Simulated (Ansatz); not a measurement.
# Phonons of GaGeW in the AlB2 type, part 2 of 3

The plan: relax GaGeW in the AlB2 type, check its phonons, and, if the lattice is stable, compute its Eliashberg function and ρ(T).

Ansatz 0.2.0; DFT PBEsol, scalar-relativistic, plane waves, PAW; PAW set soft_1.

So far. Step 2 (Rough relaxation): The largest force is now zero by symmetry and the largest stress component 0.10 GPa. Step 3 (Relaxation): The largest force is now zero by symmetry and the largest stress component 0.020 GPa. The relaxed cell has a = 4.514, c = 2.621 Å (conventional setting).

The structure was built from a prototype and need not be the compound's stable phase.

### 4. Relaxing tightly for phonons

No force is left; the cell is relaxed once more with another smearing and tight thresholds.

input.yaml

```yaml
crystal:
  lattice:
    - [4.5143444541, 0.0, 0.0]
    - [-2.257172227, 3.9095369787, 0.0]
    - [0.0, 0.0, 2.6210396245]
  atoms:
    - { symbol: W, position: [0.0, 0.0, 0.0] }
    - { symbol: Ga, position: [0.3333333333, 0.6666666667, 0.5] }
    - { symbol: Ge, position: [0.6666666667, 0.3333333333, 0.5] }
kpoints:
  mp_grid: { grid: [9, 9, 12] }
hamiltonian:
  xc: pbesol
  pseudopotentials: { kind: paw, azcp: { folder: soft_1 }, xc_functional: pbe }
scf:
  occupations: { method: methfessel_paxton, width: 0.2 }
output:
  forces: true
  stress: true
  eigenvalues: true
relax:
  adjacent_minimum: "off"
  f_tol: 0.001
  max_steps: 60
  cell: { stress_tol: 0.01 }
```

The run is started by

```console
$ ansatz run input.yaml --threads 4 --pin off --max-ram 12288MiB --backend cpu --events-out ev --progress --plain --runs-dir out
```

Numbers of over 12 decimals in the logs are rounded to 6 here.

Log:

```text
[the first part of the log is left out]
  E_paw        = -12374.109858  (= ΣΔE_a)
  E_vpaw       = -860.038627  (= ΣTr[D̂ρ^β])
  E_aug_tail   = -0.000057  (compensation charges beyond the density's cutoff)
  E_ewald      = -4677.061164
  E_core_change = 2.002775  (= ΣΔE_core)
  E_smearing   = 0.001715  (= −TS)
  E_closure    = 0.000000  (closes the sum)
  Σ components = -18253.069439   (vs F -18253.069439, Δ=0.00e0)
[...]
--- Stress (GPa, compression-positive) ---
       -0.004028       0.000000       0.000000
        0.000000      -0.004028      -0.000000
        0.000000      -0.000000      -0.001484
  P = ⅓ Tr σ = -0.0032 GPa (-0.032 kbar)
--- Band table (eV; the first three rows and the last of 84) ---
[...]
--- Relaxed structure (3 steps of the walk, 3 accepted, 1 SCFs on fresh bases) ---
[...]
cell:  # Å, volume = 46.2573 Å³
    - [4.514579, -2.886889693171201e-11, 0.0]
    - [-2.257289, 3.909740, 0.0]
    - [0.0, 0.0, 2.620687]
  atoms:
    - { symbol: W, position: [0, 0, 0.0] }
    - { symbol: Ga, position: [0.333333, 0.666667, 0.5] }
    - { symbol: Ge, position: [0.666667, 0.333333, 0.5] }
```

Run time: 8.4 s. Hardware: 4 threads of Arm Neoverse V2, shared host; peak memory 0.47 GiB; 32 s of CPU time.

Little changed from the start: no atom moved by 0.005 Å and no cell edge by 0.1 %.

This step gave:

```yaml
pressure: -0.003180 GPa
```

The largest force is now zero by symmetry and the largest stress component 0.0040 GPa, small enough for phonons.

### 5. Phonons by linear response: q 2×2×2, k 4×4×6

Before any scattering is computed, the phonons show whether the structure is a minimum.

input.yaml

```yaml
crystal:
  lattice:
    - [4.5145785689, 0.0, 0.0]
    - [-2.2572892844, 3.909739728, 0.0]
    - [0.0, 0.0, 2.6206867934]
  atoms:
    - { symbol: W, position: [0.0, 0.0, 0.0] }
    - { symbol: Ga, position: [0.3333333333, 0.6666666667, 0.5] }
    - { symbol: Ge, position: [0.6666666667, 0.3333333333, 0.5] }
kpoints:
  mp_grid: { grid: [4, 4, 6] }
hamiltonian:
  xc: pbesol
  pseudopotentials: { kind: paw, azcp: { folder: soft_1 }, xc_functional: pbe }
scf:
  occupations: { method: methfessel_paxton, width: 0.2 }
output:
  eigenvalues: true
phonons:
  method: dfpt
  qmesh: [2, 2, 2]
  temperatures: { t_max: 1000, t_step: 50 }
  qpath:
    path:
      - [[0.0, 0.0, 0.0], [0.5, 0.0, 0.0], [0.33333333, 0.33333333, 0.0], [0.0, 0.0, 0.0], [0.0, 0.0, 0.5], [0.5, 0.0, 0.5], [0.33333333, 0.33333333, 0.5], [0.0, 0.0, 0.5]]
      - [[0.5, 0.0, 0.5], [0.5, 0.0, 0.0]]
      - [[0.33333333, 0.33333333, 0.5], [0.33333333, 0.33333333, 0.0]]
    npoints: 10
```

Log:

```text
[...]
Crystal: 3 atoms, lattice volume = 46.257 Å³
Basis set: ecut = 420 eV, 927 PW (Γ), exchange–correlation on 64×64×36 points (8 copies of the dense FFT grid, shifted against one another)
Bands: 25, of which v1, the nominal top of the filled ones, is band 21 counted from 1 (20 counted from 0)
Symmetry: 12 space group operations
k-points: 16 of 96 (time reversal used)
[...]
SCF iter   1: F=—  HF=-18253.757208 eV  |F-HF|=—  |Δ(HF+E_count)|=         —  Δρ=6.39e-2  dr2=2.49e0  ethr=3.10e-3  ⟨swp⟩=5.0  Hψ=1474  notcnv=0
[...]
SCF iter  11: F=-18253.130687 eV  HF=-18253.130687 eV  |F-HF|=1.09e-11  |Δ(HF+E_count)|=  2.07e-10  S|Δr|=    0.00e0  Δρ=8.51e-8  dr2=7.14e-12  ethr=1.00e-12  ⟨swp⟩=5.0  Hψ=1935  notcnv=0
SCF 1 converged in 11 iterations: F = -18253.130687 eV  dr2 = 7.14e-12
[...]
phonons: the bands overlap, so this run is a metal and interpolates without the dipole-dipole term. If the crystal is really an insulator or semiconductor, its LO-TO splitting is missing
NSCF: frozen V_eff on 16 k-points
[...]
DFPT response loops at q = (0, 0, 0) (fractional): preconditioner auto → Kerker (q_TF=auto, 2.674 Å⁻¹) (partly filled bands, converged f_vac=0.000); β = 1.00, the filter's whole step (`scf.mixing.beta` (0.50) is not read by the response loops under this deck's `scf.mixing.preconditioner`; to damp them name `kerker` or `kerker_dos`, under which they read `scf.mixing.beta`, and type it under 1.00, their step now; both keys bind the ground state too); Broyden in place of MSR1
[...]
SCF converged after 11 iterations
Stability not checked: this state was not tested for a lower state beside it, because cold or Methfessel-Paxton smearing, or corrected tetrahedra, fill the levels in a way that the test cannot read (fill_not_monotonic; see scf.lower_state_search)
Free energy (F): -18253.130687 eV
[...]
Internal energy: -18253.126269 eV  (E = F + TS)
E sigma→0 (E₀):  -18253.129583 eV
Entropy (-TS):   -0.004418 eV (-1.473 meV/atom)
Fermi energy:    16.711276 eV
[...]
--- Band table (eV; the first three rows and the last of 16) ---
  k-point 0: bands = [... 17 lower, 11.6674, 12.3827, 16.4757, 16.4757, 19.2058, 19.2058, 20.7582, 20.7582]
  k-point 1: bands = [... 17 lower, 12.3659, 13.6548, 15.2854, 15.2854, 19.3633, 20.0313, 20.0313, 20.5907]
  k-point 2: bands = [... 17 lower, 13.4184, 13.8394, 13.8394, 14.1438, 18.9916, 19.0377, 19.0377, 21.7108]
  k-point 15: bands = [... 17 lower, 13.2050, 13.5751, 15.7404, 16.4678, 17.0895, 18.0876, 18.6331, 21.5316]
--- Phonons (Γ-DFPT): 6 representative perturbations + reference (Σ response iterations 18) ---
  ASR residual: 8.648e-5 → 0.000e0 eV/Å²; symmetrization residual: 7.204e-6 eV/Å²
  ASR residual per site (eV/Å²): 8.65e-5 4.63e-5 2.46e-5
  Γ frequencies (cm⁻¹): -85.30 -22.37 0.00 0.00 0.00 111.03 111.03 209.24 209.24
--- Phonons (arbitrary-q DFPT): 4 irreducible q on the 2×2×2 mesh ---
  q = [0.0000, 0.0000, 0.0000] (star 1, of the zone-centre solve; hermiticity 1.99e-6, symmetrization 3.23e-10): -85.30 -22.37 -0.00 -0.00 0.00 111.03 111.03 209.24 209.24
  q = [0.0000, 0.0000, -0.5000] (star 1, 6 solved perturbations in 132 linear systems a pass and spin channel, the states on 28 of 96 k-point pairs; hermiticity 2.58e-8, symmetrization 4.50e-10): -42.10 -42.10 59.26 59.26 174.33 192.03 201.37 201.37 213.53
  q = [0.0000, -0.5000, 0.0000] (star 3, 9 solved perturbations on 28 of 96 k-point pairs; hermiticity 1.67e-5, symmetrization 4.77e-6): -80.48 -71.87 23.65 77.78 89.13 103.76 135.41 219.42 233.06
[...]
sum rule: each row above includes the acoustic sum rule's correction from the zone centre's row sums; it moved no ω² by more than (0.42 cm⁻¹)²
  mesh force constants: q→R imaginary residual 8.88e-18; ASR residual 8.648e-5 → 0.000e0 eV/Å²; symmetrization residual 1.066e-14 eV/Å²
  interpolated dispersion: 93 rows × 9 modes
  density of states and harmonic sums: on the 16×16×24 q-mesh, interpolated from the force constants of a 2×2×2 supercell (no non-analytic term)
  largest difference from the sums on the solved wave vectors: F 2.09e-1 eV, S 2.98e-4 and C_V 8.91e-5 eV/K
  zero-point energy: 0.068593 eV/cell   skipped modes (ω ≤ 0): 293, of them read as no rigid motion or as one in doubt: 290 (6.006e-1 modes/cell left out, lowest -85.30 cm⁻¹)   left out of the sums: 6.68e-2 of the cell's modes: C_V's classical limit lies that fraction below 3 k_B per atom; for a crystal, a wire or a layer, F and S can be off by more, and a phonons.interpolated_qmesh denser along its periods is the remedy for the sampling
```

Elapsed: 24 s, on 4 threads; peak memory 0.54 GiB.

This step gave:

```
share of imaginary modes in the plain interpolation between solved wavevectors : 0.0658
highest frequency, solved or plainly interpolated                              : 246.4 cm⁻¹
```

Solved on the 2×2×2 mesh alone; all other wavevectors are interpolated. The phonon branches at the labelled points (cm⁻¹):

| point | branch 1 | branch 2 | branch 3 | branch 4 | branch 5 | branch 6 | branch 7 | branch 8 | branch 9 |
| --- | --- | --- | --- | --- | --- | --- | --- | --- | --- |
| Γ | -85 | -22 | 0 | 0 | 0 | 111 | 111 | 209 | 209 |
| halfway | -83 | -48 | -15 | 44 | 80 | 105 | 122 | 213 | 222 |
| M | -80 | -72 | 24 | 78 | 89 | 104 | 135 | 219 | 233 |
| halfway | -78 | -71 | -10 | 69 | 88 | 102 | 155 | 205 | 242 |
| K | -75 | -72 | -28 | 62 | 93 | 98 | 182 | 183 | 246 |
| halfway | -82 | -52 | -20 | 46 | 87 | 102 | 130 | 210 | 228 |
| Γ | -85 | -22 | 0 | 0 | 0 | 111 | 111 | 209 | 209 |
| halfway | -34 | -34 | 90 | 90 | 114 | 134 | 147 | 205 | 205 |
| A | -42 | -42 | 59 | 59 | 174 | 192 | 201 | 201 | 214 |
| halfway | 24 | 56 | 76 | 90 | 180 | 198 | 200 | 207 | 212 |
| L | 54 | 54 | 115 | 120 | 169 | 204 | 205 | 211 | 212 |
| halfway | 46 | 72 | 110 | 132 | 169 | 191 | 206 | 212 | 221 |
| H | 38 | 96 | 96 | 150 | 162 | 183 | 207 | 212 | 225 |
| halfway | 43 | 53 | 83 | 99 | 183 | 190 | 202 | 211 | 212 |
| A | -42 | -42 | 59 | 59 | 174 | 192 | 201 | 201 | 214 |
| jump to L | 54 | 54 | 115 | 120 | 169 | 204 | 205 | 211 | 212 |
| halfway | 66 | 74 | 109 | 121 | 129 | 139 | 146 | 205 | 222 |
| M | -80 | -72 | 24 | 78 | 89 | 104 | 135 | 219 | 233 |
| jump to H | 38 | 96 | 96 | 150 | 162 | 183 | 207 | 212 | 225 |
| halfway | 52 | 94 | 97 | 123 | 141 | 145 | 167 | 173 | 234 |
| K | -75 | -72 | -28 | 62 | 93 | 98 | 182 | 183 | 246 |

The phonon branches as a text plot (rows in cm⁻¹):

```
    239 |     *******                                   *   *****
    226 |   ***      *                  ****       *********
    212 |***** *    *********   *******************  *** *
    198 |       * **         ***********    *********    **
    184 |        *            **  **    *******   *      * *  ***
    170 |         *          *****  ***** *    *** *      *****
    157 |       *  *         **          *        *      ***
    143 |      *    *       **          ***        **       *
    129 |   ***      *      *          *   *      *******   *
    115 |***          **** **        ***    *    *****       *
    101 |  ************   **        *   *****        ************
     87 |   * *******     ****     *     **  *       ****   *****
     74 |  * ***     *        **  **    *  * **    ******     *
     60 | *     ***** *         ********    *********        ****
     46 |   *             *         ** ** *** *        *  ***
     32 | **         **  *        *      *               *
     18 |*   ***       * *         *         *          *       *
      5 |*             **
     -9 |*  *          * *
    -23 |***    ********* **      *           *                *
    -37 | **          *     ******             **     *        *
    -51 |   *        *                                *
    -65 |    *  *****                                  *        *
    -78 |*****************                             **
         Γ    M  K      Γ       A     L  H     A|L     M|H      K
```

Among the solved wavevectors the lowest mode, translations apart, is -85.3 cm⁻¹, imaginary.

### 6. Phonons: q 3×3×3, k 6×6×9

An imaginary mode on so few k-points may come from the sampling, so the phonons are repeated with another q and k mesh.

input.yaml, as its differences from that of step 5:

```diff
@@ -10,3 +10,3 @@
 kpoints:
-  mp_grid: { grid: [4, 4, 6] }
+  mp_grid: { grid: [6, 6, 9] }
 hamiltonian:
@@ -20,3 +20,3 @@
   method: dfpt
-  qmesh: [2, 2, 2]
+  qmesh: [3, 3, 3]
   temperatures: { t_max: 1000, t_step: 50 }
```

Log:

```text
[...]
Crystal: 3 atoms, lattice volume = 46.257 Å³
Basis set: ecut = 420 eV, 927 PW (Γ), exchange–correlation on 64×64×36 points (8 copies of the dense FFT grid, shifted against one another)
Bands: 25, of which v1, the nominal top of the filled ones, is band 21 counted from 1 (20 counted from 0)
Symmetry: 12 space group operations
k-points: 35 of 324 (time reversal used)
[...]
SCF iter   1: F=—  HF=-18253.707276 eV  |F-HF|=—  |Δ(HF+E_count)|=         —  Δρ=6.37e-2  dr2=2.49e0  ethr=3.10e-3  ⟨swp⟩=5.0  Hψ=3196  notcnv=0
[...]
SCF iter  10: F=-18253.084948 eV  HF=-18253.084948 eV  |F-HF|=3.64e-12  |Δ(HF+E_count)|=  1.75e-10  S|Δr|=    0.00e0  Δρ=1.35e-7  dr2=3.25e-12  ethr=1.00e-12  ⟨swp⟩=4.7  Hψ=4516  notcnv=0
SCF 1 converged in 10 iterations: F = -18253.084948 eV  dr2 = 3.25e-12
[...]
SCF converged after 10 iterations
[...]
Free energy (F): -18253.084948 eV
[...]
Internal energy: -18253.085756 eV  (E = F + TS)
E sigma→0 (E₀):  -18253.085150 eV
Entropy (-TS):   0.000808 eV (0.269 meV/atom)
Fermi energy:    16.615083 eV
[...]
--- Band table (eV; the first three rows and the last of 35) ---
  k-point 0: bands = [... 17 lower, 11.6960, 12.4768, 16.4826, 16.4826, 19.2580, 19.2580, 20.7370, 20.7370]
  k-point 1: bands = [... 17 lower, 12.0148, 13.0684, 15.8875, 15.8875, 19.6703, 19.6703, 20.5379, 20.6634]
  k-point 2: bands = [... 17 lower, 12.8182, 14.4495, 14.7198, 14.7198, 18.1612, 20.0892, 20.0892, 20.7963]
  k-point 34: bands = [... 17 lower, 13.2895, 13.6888, 16.0851, 16.1502, 17.4717, 17.6956, 17.7246, 22.8036]
[...]
ASR residual: 1.904e-4 → 0.000e0 eV/Å²; symmetrization residual: 5.805e-6 eV/Å²
  ASR residual per site (eV/Å²): 4.25e-5 1.90e-4 4.58e-5
  Γ frequencies (cm⁻¹): -71.91 0.00 0.00 0.00 32.80 104.24 104.24 222.40 222.40
--- Phonons (arbitrary-q DFPT): 6 irreducible q on the 3×3×3 mesh ---
[...]
interpolated dispersion: 93 rows × 9 modes
[...]
```

Run time: 2.2 min. Hardware: 4 threads; peak memory 0.91 GiB.

This step gave:

```yaml
share_of_imaginary_modes_in_the_plain_interpolation_between_solved_wavevectors: 0.0421
highest_frequency_solved_or_plainly_interpolated: 243.7 cm⁻¹
```

Solved on the 3×3×3 mesh alone; all other wavevectors are interpolated. Phonon branches along the path, in cm⁻¹:

| point | branch 1 | branch 2 | branch 3 | branch 4 | branch 5 | branch 6 | branch 7 | branch 8 | branch 9 |
| --- | --- | --- | --- | --- | --- | --- | --- | --- | --- |
| Γ | -72 | 0 | 0 | 0 | 33 | 104 | 104 | 222 | 222 |
| halfway | -60 | -28 | 37 | 44 | 78 | 108 | 125 | 217 | 229 |
| M | -62 | -50 | 48 | 74 | 91 | 91 | 136 | 216 | 233 |
| halfway | -67 | -48 | 42 | 49 | 81 | 91 | 154 | 202 | 240 |
| K | -73 | -47 | 20 | 36 | 73 | 88 | 178 | 181 | 244 |
| halfway | -59 | -33 | 37 | 42 | 83 | 103 | 134 | 212 | 232 |
| Γ | -72 | 0 | 0 | 0 | 33 | 104 | 104 | 222 | 222 |
| halfway | -23 | -23 | 91 | 91 | 130 | 140 | 166 | 212 | 212 |
| A | -56 | -56 | 87 | 87 | 191 | 195 | 202 | 202 | 241 |
| halfway | 34 | 70 | 72 | 99 | 190 | 200 | 205 | 209 | 231 |
| L | 50 | 68 | 109 | 124 | 171 | 207 | 211 | 214 | 221 |
| halfway | 46 | 76 | 106 | 133 | 170 | 199 | 208 | 220 | 221 |
| H | 41 | 87 | 100 | 149 | 160 | 192 | 208 | 221 | 222 |
| halfway | 49 | 67 | 79 | 104 | 192 | 197 | 201 | 214 | 229 |
| A | -56 | -56 | 87 | 87 | 191 | 195 | 202 | 202 | 241 |
| jump to L | 50 | 68 | 109 | 124 | 171 | 207 | 211 | 214 | 221 |
| halfway | 63 | 80 | 100 | 124 | 132 | 148 | 160 | 203 | 224 |
| M | -62 | -50 | 48 | 74 | 91 | 91 | 136 | 216 | 233 |
| jump to H | 41 | 87 | 100 | 149 | 160 | 192 | 208 | 221 | 222 |
| halfway | 32 | 80 | 93 | 132 | 145 | 150 | 169 | 173 | 229 |
| K | -73 | -47 | 20 | 36 | 73 | 88 | 178 | 181 | 244 |

The phonon branches as a text plot (rows in cm⁻¹):

```
    237 |    ********           ****         ****     ***    ****
    224 |****        ******    *    *********     ****   ****
    211 |   ****    **     ****   *************  *   ******
    198 |       *  *         * ******   *************     **
    184 |        **            **  **      **   * **     ***   **
    171 |        **         * *      **** *      ***       ******
    158 |       *  *         *           *         **    ***
    145 |      *    *       **           **         **   ** *
    132 |   ***      *     **          **         *** ***   *
    118 | **          *    *         **    **    *  **       *
    105 |****        *******       ********      *****   *   **
     92 |    ********     ********* *    * ******    ************
     79 |   * * **** *            *     * *  **   *******  ******
     66 |  * * *      *   *        *****   ***   *  ***       **
     52 | * ****                    ****   *     ***  ***      **
     39 |****   **********         *    ***   *          ***
     26 | *      **   ** *                   *        *     *****
     13 |*             *          *
      0 |*             ****
    -13 | *           *    *
    -27 |  *         *      *                 *                **
    -40 |   **     **        **   *                    *
    -53 |   * *****            ***             **      **
    -66 |*** *************                              *       *
         Γ    M  K      Γ       A     L  H     A|L     M|H      K
```

Lowest modes at the softest wavevector of the mesh. Modes at q = (0.333, 0.333, 0.000), with each element's share of the kinetic energy (negative means imaginary):

| mode | frequency (cm⁻¹) | W % | Ga % | Ge % |
| --- | --- | --- | --- | --- |
| 1 | -72.8 | 100 | 0 | 0 |
| 2 | -46.8 | 0 | 0 | 100 |
| 3 | 19.7 | 0 | 48 | 52 |
| 4 | 36.0 | 0 | 100 | 0 |
| 5 | 72.7 | 95 | 5 | 0 |
| 6 | 87.8 | 96 | 0 | 4 |

Displacements in mode 1 (-72.8 cm⁻¹), the largest set to 1, in the home cell:
```
W1  0.00 0.00 1.00
Ga2 0.00 0.00 0.00
Ge3 0.00 0.00 0.00
```

Displacements in mode 5 (72.7 cm⁻¹), the largest set to 1, in the home cell (x, y, z of the real part, then of the imaginary part):
```
W1   1.00  0.08  0.00  0.08 -1.00  0.00
Ga2 -0.36  0.03  0.00 -0.03 -0.36  0.00
Ge3  0.00  0.00  0.00  0.00  0.00  0.00
```

The modes has structure finer than the step of the table below, so its rows give means over 10 cm⁻¹, whole bins alone (the curve runs from -82.8 to 261 cm⁻¹). Peaks (cm⁻¹: height): Ga 51.3: 0.0226, 70.8: 0.0123, 98.9: 0.0152, 118.3: 0.0136, 137.8: 0.0145, 202.7: 0.0376; Ge -33.0: 0.00531, 53.5: 0.0217, 83.7: 0.0167, 114.0: 0.0145, 140.0: 0.0154, 157.3: 0.0119, 220.0: 0.0352; W 79.4: 0.0460, 92.4: 0.0520, 191.9: 0.0102.

Phonopy on the run's constants, 15x15x21 mesh, Gaussian sigma 2.5 cm⁻¹. Modes against wavenumber; means over each step; values in 1/cm⁻¹/cell:

| wavenumber (cm⁻¹) | Ga | Ge | W |
| --- | --- | --- | --- |
| -70 | 1.4e-5 | 3.7e-4 | 0.00146 |
| -60 | 6.9e-5 | 0.00176 | 0.00502 |
| -50 | 2.3e-4 | 0.00311 | 0.00517 |
| -40 | 2.8e-4 | 0.00247 | 0.00246 |
| -30 | 3.3e-4 | 0.00345 | 0.00358 |
| -20 | 1.5e-4 | 0.00120 | 0.00403 |
| -10 | 1.1e-4 | 5.1e-4 | 0.00197 |
| 0 | 8.1e-5 | 3.5e-4 | 0.00107 |
| 10 | 2.3e-4 | 6.9e-4 | 0.00348 |
| 20 | 8.1e-4 | 0.00186 | 0.00532 |
| 30 | 0.00343 | 0.00318 | 0.00564 |
| 40 | 0.0128 | 0.0115 | 0.00980 |
| 50 | 0.0202 | 0.0192 | 0.0139 |
| 60 | 0.00973 | 0.0104 | 0.0150 |
| 70 | 0.0107 | 0.00597 | 0.0239 |
| 80 | 0.00821 | 0.0107 | 0.0410 |
| 90 | 0.0104 | 0.0118 | 0.0453 |
| 100 | 0.0130 | 0.00983 | 0.0407 |
| 110 | 0.00857 | 0.0119 | 0.00862 |
| 120 | 0.0118 | 0.0123 | 0.00465 |
| 130 | 0.0101 | 0.0113 | 0.00527 |
| 140 | 0.0124 | 0.0138 | 0.00306 |
| 150 | 0.00690 | 0.00743 | 0.00650 |
| 160 | 0.0108 | 0.00936 | 0.00442 |
| 170 | 0.0102 | 0.00795 | 0.00768 |
| 180 | 0.0123 | 0.00931 | 0.00717 |
| 190 | 0.0159 | 0.0121 | 0.00914 |
| 200 | 0.0312 | 0.0211 | 0.00720 |
| 210 | 0.0293 | 0.0280 | 0.00356 |
| 220 | 0.0264 | 0.0321 | 0.00320 |
| 230 | 0.0172 | 0.0186 | 7.0e-4 |
| 240 | 0.00604 | 0.00607 | 1.4e-4 |
| 250 | 1.9e-4 | 1.7e-4 | 9.0e-7 |

No LO-TO term; unit eigenvectors of the mass-weighted matrix. The modes at Γ (shares of kinetic energy by element, %) (negative means imaginary):

| mode | frequency (cm⁻¹) | symmetry | W % | Ga % | Ge % |
| --- | --- | --- | --- | --- | --- |
| 1 | -71.9 | A2'' | 36 | 3 | 61 |
| 2 | 0.0 | unnamed | 56 | 21 | 22 |
| 3 | 0.0 | unnamed | 56 | 21 | 22 |
| 4 | 0.0 | unnamed | 56 | 21 | 22 |
| 5 | 32.8 | A2'' | 8 | 75 | 17 |
| 6 | 104.2 | E' | 43 | 23 | 33 |
| 7 | 104.2 | E' | 43 | 23 | 33 |
| 8 | 222.4 | E' | 0 | 55 | 45 |
| 9 | 222.4 | E' | 0 | 55 | 45 |

Displacements in mode 1 (-71.9 cm⁻¹), the largest set to 1:
```
W1   0.00  0.00 -0.48
Ga2  0.00  0.00  0.23
Ge3  0.00  0.00  1.00
```

Displacements in mode 9 (222.4 cm⁻¹), the largest set to 1:
```
W1  -0.01 -0.03  0.00
Ga2  0.19  1.00  0.00
Ge3 -0.17 -0.88  0.00
```

Among the solved wavevectors the lowest mode, translations apart, is -72.8 cm⁻¹, imaginary.

(Part 2 of 3 ends here.)

[Logs are printed without paths, hosts, clocks, repeated set-up lines and the standing remarks that a program may print on its own settings, such as how far it seeks lower states.]

[Hosts, paths, dates, database ids (printed as entryN), source tags and the programs' standing remarks are cut or masked in the printed files.]
